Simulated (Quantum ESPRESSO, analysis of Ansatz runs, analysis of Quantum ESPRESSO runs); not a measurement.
# Reproducing a measured charge-transition level: substitutional P in diamond (Quantum ESPRESSO), part 4 of 4

Subject: substitutional P in diamond. Wanted: its charge-transition level, in one set-up (PBE, GBRV 1.5 PBE, cutoffs x 0.85, 64-site cell, PBE lattice, k: the zone centre alone then 2x2x2 shifted, dielectric constants 5.7 and 5.7 (handbook)). The model is a cell of 64 host atoms with 1 C taken out and 1 P put in. The level is the Fermi energy at which two charge states have equal formation energy, after a correction for the images of the charge. This set-up takes another basis size than the usual one.

Quantum ESPRESSO 7.5; PBE, GBRV 1.5 PBE, cutoffs x 0.85, 64-site cell, PBE lattice, k: the zone centre alone then 2x2x2 shifted, dielectric constants 5.7 and 5.7 (handbook).

So far: Set-up; Relaxation, charge +1; Single point, charge +1; Relaxation, charge 0.

## 5. Single point, charge 0

This step: Quantum ESPRESSO plane-wave DFT, PBE, GBRV 1.5 PBE potentials; single point of a defect supercell.

pw.in reads:

```
&CONTROL
  calculation = 'scf'
  prefix = 'pwscf'
  outdir = './tmp'
  pseudo_dir = './pseudo'
  tprnfor = .true.
  disk_io = 'low'
/
&SYSTEM
  ibrav = 0
  nat = 64
  ntyp = 2
  ecutwfc = 38
  ecutrho = 306
  nbnd = 133
  occupations = 'smearing'
  smearing = 'fd'
  degauss = 0.00073499
  nspin = 2
  starting_magnetization(1) = 0.125
  starting_magnetization(2) = 0.1
  tot_magnetization = 1
  nosym = .true.
/
&ELECTRONS
  conv_thr = 6d-08
  electron_maxstep = 100
  mixing_beta = 0.3
/
ATOMIC_SPECIES
C     12.0110 c_pbe_v1.2.uspp.F.UPF
P     30.9738 p_pbe_v1.5.uspp.F.UPF
CELL_PARAMETERS angstrom
   7.1413542048    0.0000000000    0.0000000000
   0.0000000000    7.1413542048    0.0000000000
   0.0000000000    0.0000000000    7.1413542048
ATOMIC_POSITIONS crystal
C     -0.0025888685   -0.0027513689    0.2491083939
C     -0.0016088155    0.2503462509   -0.0027619973
[... 1 atom line left out ...]
C      0.2378734639    0.2377192634    0.2349744185
C      0.1222620131    0.1221469538    0.3731990605
[... 2 atom lines left out ...]
P      0.3701183209    0.3698612764    0.3793315093
[... 5 atom lines left out ...]
C      0.1222851401    0.3760303008    0.6271026394
C      0.3761603655    0.1221362882    0.6271206938
[... 7 atom lines left out ...]
C      0.3761599078    0.6282188241    0.1210335504
[... 3 atom lines left out ...]
C      0.2379109050    0.5142278565    0.5115189341
[... 3 atom lines left out ...]
C      0.3741916585    0.6301404040    0.6276958304
[... 6 atom lines left out ...]
C      0.6284133523    0.3759755837    0.1210037172
[... 3 atom lines left out ...]
C      0.5144577868    0.2376963082    0.5115440297
[... 6 atom lines left out ...]
C      0.5113914793    0.5111866318    0.2380341003
[... 3 atom lines left out ...]
C      0.6283875936    0.6282388306    0.3732462454
[... 10 atom lines left out ...]
C      0.8752687195    0.8750969797    0.8741509973
K_POINTS automatic
2 2 2 1 1 1
```

pp_potential.in reads:

```
&INPUTPP
  prefix = 'pwscf'
  outdir = './tmp'
  filplot = 'potential.dat'
  plot_num = 11
/
&PLOT
  nfile = 1
  filepp(1) = 'potential.dat'
  iflag = 3
  output_format = 6
  fileout = 'potential.cube'
/
```

The run is started by

```console
OMP_NUM_THREADS=1 mpirun -n 4 pw.x -nk 2 -in pw.in > pw.out
OMP_NUM_THREADS=1 mpirun -n 4 pp.x -in pp_potential.in > pp_potential.out
```

The program printed:

```text
[banner, memory and clock lines left out]
          URL

     bravais-lattice index     =            0
     lattice parameter (alat)  =      13.4952  a.u.
     unit-cell volume          =    2457.7535 (a.u.)^3
     number of atoms/cell      =           64
     number of atomic types    =            2
     number of electrons       =       257.00 (up: 129.00, down: 128.00)
     number of Kohn-Sham states=          133
     kinetic-energy cutoff     =      38.0000  Ry
     charge density cutoff     =     306.0000  Ry
     scf convergence threshold =      6.0E-08
     mixing beta               =       0.3000
     number of iterations used =            8  plain     mixing
     Exchange-correlation=  SLA  PW   PBX  PBC
                           (   1   4   3   4   0   0   0)

     celldm(1)=  13.495204  celldm(2)=   0.000000  celldm(3)=   0.000000
     celldm(4)=   0.000000  celldm(5)=   0.000000  celldm(6)=   0.000000

     crystal axes: (cart. coord. in units of alat)
               a(1) = (   1.000000   0.000000   0.000000 )
               a(2) = (   0.000000   1.000000   0.000000 )
               a(3) = (   0.000000   0.000000   1.000000 )

     reciprocal axes: (cart. coord. in units 2 pi/alat)
               b(1) = (  1.000000  0.000000  0.000000 )
               b(2) = (  0.000000  1.000000  0.000000 )
               b(3) = (  0.000000  0.000000  1.000000 )

     PseudoPot. # 1 for C  read from file:
     c_pbe_v1.2.uspp.F.UPF
     Pseudo is Ultrasoft + core correction, Zval =  4.0
     Generated by new atomic code, or converted to UPF format
     Using radial grid of  721 points,  4 beta functions with:
                l(1) =   0
                l(2) =   0
                l(3) =   1
                l(4) =   1
     Q(r) pseudized with  8 coefficients,  rinner =    1.100   1.100   1.100

     PseudoPot. # 2 for P  read from file:
     p_pbe_v1.5.uspp.F.UPF
     Pseudo is Ultrasoft + core correction, Zval =  5.0
     Generated by new atomic code, or converted to UPF format
     Using radial grid of  903 points,  6 beta functions with:
                l(1) =   0
                l(2) =   0
                l(3) =   1
                l(4) =   1
                l(5) =   2
                l(6) =   2
     Q(r) pseudized with  8 coefficients,  rinner =    1.300   1.300   1.300
                                                       1.300   1.300

     atomic species   valence    mass     pseudopotential
     C                 4.00    12.01100     C ( 1.00)
     P                 5.00    30.97380     P ( 1.00)

     Starting magnetic structure
     atomic species   magnetization
     C               0.125
     P               0.100

     No symmetry found

   Cartesian axes

     site n.     atom                  positions (alat units)
         1        C      tau(   1) = (  -0.0025889  -0.0027514   0.2491084  )
         2        C      tau(   2) = (  -0.0016088   0.2503463  -0.0027620  )
         3        C      tau(   3) = (   0.2504736  -0.0017379  -0.0027518  )
         4        C      tau(   4) = (   0.2378735   0.2377193   0.2349744  )
         5        C      tau(   5) = (   0.1222620   0.1221470   0.3731991  )
         6        C      tau(   6) = (   0.1217113   0.3740376   0.1191314  )
         7        C      tau(   7) = (   0.3742200   0.1215507   0.1191061  )
         8        P      tau(   8) = (   0.3701183   0.3698613   0.3793315  )
         9        C      tau(   9) = (   0.0005480   0.0003627   0.7488815  )
        10        C      tau(  10) = (   0.0004495   0.2503942   0.4988610  )
        11        C      tau(  11) = (   0.2505066   0.0003280   0.4988497  )
[...]
60        C      tau(  60) = (   0.7500643   0.7499225   0.7490129  )
        61        C      tau(  61) = (   0.6251771   0.6250513   0.8743900  )
        62        C      tau(  62) = (   0.6252954   0.8745213   0.6248198  )
        63        C      tau(  63) = (   0.8746437   0.6251528   0.6248261  )
        64        C      tau(  64) = (   0.8752687   0.8750970   0.8741510  )

     number of k points=     4  Fermi-Dirac smearing, width (Ry)=  0.0007
                       cart. coord. in units 2pi/alat
        k(    1) = (   0.2500000   0.2500000   0.2500000), wk =   0.2500000
        k(    2) = (   0.2500000   0.2500000  -0.2500000), wk =   0.2500000
        k(    3) = (   0.2500000  -0.2500000   0.2500000), wk =   0.2500000
        k(    4) = (   0.2500000  -0.2500000  -0.2500000), wk =   0.2500000

     Dense  grid:   222055 G-vectors     FFT dimensions: (  75,  75,  75)

     Smooth grid:    78013 G-vectors     FFT dimensions: (  54,  54,  54)

     Generating pointlists ...
     new r_m :   0.0879 (alat units)  1.1856 (a.u.) for type    1
     new r_m :   0.0974 (alat units)  1.3148 (a.u.) for type    2

     Initial potential from superposition of free atoms

     starting charge     256.9973, renormalised to     257.0000
     Starting wfcs are  256 randomized atomic wfcs

     Self-consistent Calculation

     iteration #  1     ecut=    38.00 Ry     beta= 0.30
     Davidson diagonalization with overlap
     ethr =  1.00E-02,  avg # of iterations =  2.0

     total energy              =    -738.42871795 Ry
     estimated scf accuracy    <       4.13705378 Ry

[...]
total energy              =    -738.27199366 Ry
     estimated scf accuracy    <       0.00001427 Ry

     total magnetization       =     1.00 Bohr mag/cell
     absolute magnetization    =     1.03 Bohr mag/cell

     iteration # 11     ecut=    38.00 Ry     beta= 0.30
     Davidson diagonalization with overlap
     ethr =  4.97E-09,  avg # of iterations =  4.5

     total energy              =    -738.27199654 Ry
     estimated scf accuracy    <       0.00000061 Ry

     total magnetization       =     1.00 Bohr mag/cell
     absolute magnetization    =     1.03 Bohr mag/cell

     iteration # 12     ecut=    38.00 Ry     beta= 0.30
     Davidson diagonalization with overlap
     ethr =  2.39E-10,  avg # of iterations =  6.5

     total energy              =    -738.27199703 Ry
     estimated scf accuracy    <       0.00000073 Ry

     total magnetization       =     1.00 Bohr mag/cell
     absolute magnetization    =     1.03 Bohr mag/cell

     iteration # 13     ecut=    38.00 Ry     beta= 0.30
     Davidson diagonalization with overlap
     ethr =  2.39E-10,  avg # of iterations =  4.0

     Magnetic moment per site  (integrated on atomic sphere of radius R)
     atom   1 (R=0.088)  charge=  1.9534  magn=  0.0141
     atom   2 (R=0.088)  charge=  1.9521  magn=  0.0027
     atom   3 (R=0.088)  charge=  1.9521  magn=  0.0026
     atom   4 (R=0.088)  charge=  2.0160  magn=  0.0045
     atom   5 (R=0.088)  charge=  1.9416  magn=  0.0076
     atom   6 (R=0.088)  charge=  1.9492  magn=  0.0056
     atom   7 (R=0.088)  charge=  1.9491  magn=  0.0056
     atom   8 (R=0.097)  charge=  1.3035  magn=  0.0552
     atom   9 (R=0.088)  charge=  1.9469  magn=  0.0044
     atom  10 (R=0.088)  charge=  1.9346  magn=  0.0036
[...]
atom  60 (R=0.088)  charge=  1.9419  magn=  0.0006
     atom  61 (R=0.088)  charge=  1.9400  magn=  0.0018
     atom  62 (R=0.088)  charge=  1.9395  magn=  0.0017
     atom  63 (R=0.088)  charge=  1.9396  magn=  0.0017
     atom  64 (R=0.088)  charge=  1.9356  magn=  0.0008

     End of self-consistent calculation

 ------ SPIN UP ------------

          k = 0.2500 0.2500 0.2500 (  9714 PWs)   bands (ev):

    -7.5475  -6.4168  -6.4013  -6.3916  -5.2827  -5.2809  -5.2671  -4.2354
    -4.1709  -4.1661  -4.1071  -3.1860  -3.1606  -3.0951  -3.0655  -3.0620
    -3.0441  -2.2613  -2.2503  -2.2262  -1.2642  -1.2624  -1.2262  -0.9705
    -0.9472  -0.8999  -0.2856  -0.2610  -0.2020  -0.1836  -0.1643  -0.0936
     0.9344   0.9503   0.9537   1.8977   1.9054   1.9238   2.2729   2.2953
     2.3368   2.3639   2.3726   2.4265   2.8034   2.8230   2.8460   2.9314
     3.6056   3.6271   3.6456   3.6683   3.6859   3.7765   5.0128   5.0402
     5.0526   5.1050   5.1153   5.1553   5.6457   5.6754   5.7509   5.7853
     5.7954   5.8236   5.9831   6.0020   6.0164   6.1528   6.1731   6.2169
     7.0693   7.0805   7.0940   7.1417   7.1644   7.2065   7.2123   7.2312
[...]
17.8596  18.1697  18.1778  18.5658  18.5693

          k = 0.2500 0.2500-0.2500 (  9714 PWs)   bands (ev):

[...]
17.8579  18.0958  18.0968  18.5843  18.5846

          k = 0.2500-0.2500 0.2500 (  9714 PWs)   bands (ev):

[...]
17.8598  18.1701  18.1776  18.5655  18.5693

          k = 0.2500-0.2500-0.2500 (  9714 PWs)   bands (ev):

[...]
17.8594  18.1694  18.1780  18.5661  18.5694

 ------ SPIN DOWN ----------

          k = 0.2500 0.2500 0.2500 (  9714 PWs)   bands (ev):

[...]
18.1780  18.2236  18.2383  18.5999  18.6131

          k = 0.2500 0.2500-0.2500 (  9714 PWs)   bands (ev):

[...]
18.1485  18.1494  18.2622  18.6123  18.6127

          k = 0.2500-0.2500 0.2500 (  9714 PWs)   bands (ev):

[...]
18.1784  18.2234  18.2385  18.5998  18.6129

          k = 0.2500-0.2500-0.2500 (  9714 PWs)   bands (ev):

[...]
8.2755   8.3655   8.4425   8.4604   8.4940   8.6605   8.7151   8.7379
     9.0880   9.1208   9.2044   9.3069   9.3268   9.3393   9.3896   9.3940
     9.4011   9.4254   9.4591   9.4676   9.4950   9.5464   9.7776  10.0236
    10.0387  10.0496  10.6620  10.7043  10.7189  11.0550  11.0879  11.1303
    11.4840  11.5194  11.5945  11.6921  11.7656  11.8114  12.9156  12.9297
    18.1778  18.2238  18.2381  18.6000  18.6134

     the spin up/dw Fermi energies are    17.9812   15.4182 ev

!    total energy              =    -738.27199730 Ry
     estimated scf accuracy    <       0.00000002 Ry
     smearing contrib. (-TS)   =      -0.00000009 Ry
     internal energy E=F+TS    =    -738.27199720 Ry

     The total energy is F=E-TS. E is the sum of the following terms:
     one-electron contribution =     262.59569422 Ry
     hartree contribution      =      62.26172389 Ry
     xc contribution           =    -239.01216154 Ry
     ewald contribution        =    -824.11725376 Ry

     total magnetization       =     1.00 Bohr mag/cell
     absolute magnetization    =     1.04 Bohr mag/cell

     convergence has been achieved in  13 iterations

     Forces acting on atoms (cartesian axes, Ry/au):

     atom    1 type  1   force =     0.00217240    0.00224468   -0.00319762
     atom    2 type  1   force =    -0.00252271   -0.00384581   -0.00050049
     atom    3 type  1   force =    -0.00362107   -0.00266238   -0.00059378
     atom    4 type  1   force =    -0.00341331   -0.00356898   -0.00933420
     atom    5 type  1   force =    -0.00061667   -0.00087338   -0.00126162
     atom    6 type  1   force =    -0.00045235   -0.00117172    0.00256078
     atom    7 type  1   force =    -0.00121768   -0.00048749    0.00268615
     atom    8 type  2   force =     0.00335774    0.00392477   -0.00364389
     atom    9 type  1   force =    -0.00243564   -0.00225342    0.00237278
     atom   10 type  1   force =    -0.00428871    0.00061133   -0.00067792
[...]
atom   60 type  1   force =    -0.00115367   -0.00110304    0.00159080
     atom   61 type  1   force =     0.00118772    0.00090480   -0.00310682
     atom   62 type  1   force =     0.00185548    0.00037248   -0.00160451
     atom   63 type  1   force =     0.00069370    0.00169544   -0.00161810
     atom   64 type  1   force =     0.00083836    0.00067215   -0.00079623

     Total force =     0.039735     Total SCF correction =     0.000190
```

Wall time 4.9 min (4 MPI ranks of Arm Neoverse N1, shared host); peak memory 1.5 GiB.

Numbers from this step:

```
total moment                          : 1.000 μB
integral of the absolute spin density : 1.035 μB
```

## 6. Charge-transition levels

Analysis of the runs above: levels from Quantum ESPRESSO plane-wave DFT, PBE, GBRV 1.5 PBE potentials energies with an image-charge correction aligned at atomic sites (own code after Kumagai and Oba).

It gives:

- gap: 4.142 eV

## 7. Results

- static dielectric constant used: 5.7
- band gap of the host: 4.14 eV
- (plus 1/0) level below the conduction-band bottom: 0.08 eV

**Reading.** (+1/0) level below the conduction-band bottom: computed 0.08 eV, measured 0.6 eV and 0.62 eV; 0.52 eV shallower than the nearest measurement. The level is counted in a gap of 4.14 eV, and the correction is screened by a dielectric constant of 5.7 from a handbook. The bound state has a long tail, so in cells of 64 to 216 sites the impurity band still disperses by tenths of an eV and the level moves with cell and k-points. Levels hang on the band edges, which semilocal functionals place too close together. Limits: the periodic copies of the defect are only 7.1 Å apart.

[Logs are printed without paths, hosts, clocks, repeated set-up lines and the standing remarks that a program may print on its own settings, such as how far it seeks lower states.]

[Hosts, paths, dates, database ids (printed as entryN), source tags and the programs' standing remarks are cut or masked in the printed files.]

[For some hosts the program warned that the k-mesh of the response run may be too coarse for force constants and the static dielectric constant; such warnings are not shown here.]
